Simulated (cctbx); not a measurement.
## BaSrFeBiS6 across an absorption edge

Space group F-43m (no. 216), a = 9.7250 Å, b = 9.7250 Å, c = 9.7250 Å, α = 90.00°, β = 90.00°, γ = 90.00°.

| atom | mult. | x | y | z | Ueq (Å²) |
| --- | --- | --- | --- | --- | --- |
| Bi1 | 4 | 0 | 0 | 0 | 0.0153 |
| Ba1 | 4 | 1/4 | 1/4 | 1/4 | 0.0150 |
| Sr1 | 4 | 1/4 | 1/4 | 3/4 | 0.0184 |
| Fe1 | 4 | 1/2 | 0 | 0 | 0.0239 |
| S1 | 24 | 1/2 | 0 | 0.7505 | 0.0254 |

The model was made for the exercise: a known structure type with other elements put in, its volume estimated, not relaxed; displacement parameters are assumed.

Calculated with cctbx: free-atom f′ and f″ from the Sasaki tables, no fine structure; amplitudes in electrons.

```
E (eV)  F 4 2 2  F 4 4 0  F 1 3 1  F 0 4 2
  6512    459.9    682.5    179.5    124.9
  6862    459.8    682.1    185.3    118.0
  6992    457.9    680.1    188.7    114.2
  7052    455.5    677.8    191.6    111.0
  7082    453.2    675.6    194.0    108.3
  7097    450.7    673.2    196.5    105.5
  7104    448.5    671.0    198.8    103.1
  7108    446.0    668.6    201.2    100.5
  7116    447.7    669.7    196.5    100.4
  7120    450.6    672.5    193.6    103.4
  7127    453.2    675.0    191.1    106.0
  7142    456.0    677.7    188.4    108.8
  7172    458.8    680.4    186.0    111.4
  7262    462.7    684.2    182.8    114.7
  7512    466.9    688.0    180.5    117.2
```

**Question.** Which edge is crossed, and why do the reflections move as they do?

The K edge of Fe. The edge is at 7112 eV. f′ of Fe falls from -3.8 e at 6992 eV to -7.3 e at 4 eV below it, and f″ steps from 0.47 to 3.94 e across it. Over that approach |F| changes by -3 % (4 2 2), -2 % (4 4 0), +7 % (1 3 1) and -12 % (0 4 2): a reflection falls where Fe scatters in phase with the total and rises where it scatters against it; it hardly moves where the Fe term is small or cancels by symmetry or lies in quadrature to the total. The f″ term interferes with the normal scattering with opposite sign for the two Friedel mates. The largest Friedel difference in the scan is 23.4 % of the mean (1 3 1, at 6512 eV).

[Logs are printed without paths, hosts, clocks, repeated set-up lines and the standing remarks that a program may print on its own settings, such as how far it seeks lower states.]
